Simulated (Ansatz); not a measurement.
The crystal is V2O5 (Pmmn).

Symmetry: Pmmn, No. 59, orthorhombic system. The conventional cell has a = 3.564 Å, b = 11.512 Å, c = 4.368 Å, α = 90.00°, β = 90.00°, γ = 90.00°. V has 5 O at 1.58 to 2.02 Å nearest. O has 1 V at 1.58 Å nearest. Nearest to O lie 3 V at 1.88 to 2.02 Å. Nearest to O lie 2 V at 1.78 Å. Farther neighbours and most contacts between anions are not listed.

```xyz
14
Lattice="3.5640 0.0000 0.0000 0.0000 11.5120 0.0000 0.0000 0.0000 4.3680" Properties=species:S:1:pos:R:3 pbc="T T T"
V     0.0000    9.7988    0.4731
V     0.0000    1.7132    0.4731
V     1.7820    4.0428    3.8949
V     1.7820    7.4692    3.8949
O     0.0000    9.8347    2.0486
O     0.0000    1.6773    2.0486
O     1.7820    4.0787    2.3194
O     1.7820    7.4333    2.3194
O     0.0000    7.8408    4.3549
O     0.0000    3.6712    4.3549
O     1.7820    2.0848    0.0131
O     1.7820    9.4272    0.0131
O     0.0000    0.0000    4.3636
O     1.7820    5.7560    0.0044
```

The cell and positions come from the Crystallography Open Database and are kept as given unless a step says otherwise. PAW set soft_2, made with PBE.

Gaps computed with Ansatz 0.2.0 without a self-energy: LDA 1.73 eV, r2SCAN 2.15 eV, HSE06 3.38 eV and PBE0 4.14 eV.

Q: What gap should G0W0 on LDA give (4×2×4 mesh, 982 empty bands, screening to 180 eV, default PAW files)?

About 3.57 eV: on its mesh the run moves the gap from 1.73 eV by +1.84 eV. Among the scalar-relativistic levels given, HSE06 is nearest (−0.19 eV). Bands and cutoff are finite, so the gap is not at the basis limit. The miss can reach some tenths of an eV and take either sign; the mesh is an error of its own. The 4×2×4 mesh is coarse for this cell (its supercell is 14 Å along the shortest edge). The RPA ε∞ on it, from the LDA start, is 3.73, 5.94 and 6.46; such meshes misread the long-range screening, most where the gap is narrow. The runs have no spin polarisation. For a closed low-spin shell that is the natural state; where a d or f shell is open it is a constraint, and the gap is then not the crystal's own. With d states at the gap, one-shot GW leans hard on its start.

[Paths, hosts, dates, memory and timing lines, banners, echoed tables and standing remarks are left out of the program output.]

[Logs are printed without paths, hosts, clocks, repeated set-up lines and the standing remarks that a program may print on its own settings, such as how far it seeks lower states.]

[Runs of the session that timed out or met a known fault of the program may be left out.]

[Cells called generated may have been cut or substituted from an entry of the Crystallography Open Database or the Materials Project.]

[Hosts, paths, dates, database ids (printed as entryN), source tags and the programs' standing remarks are cut or masked in the printed files.]
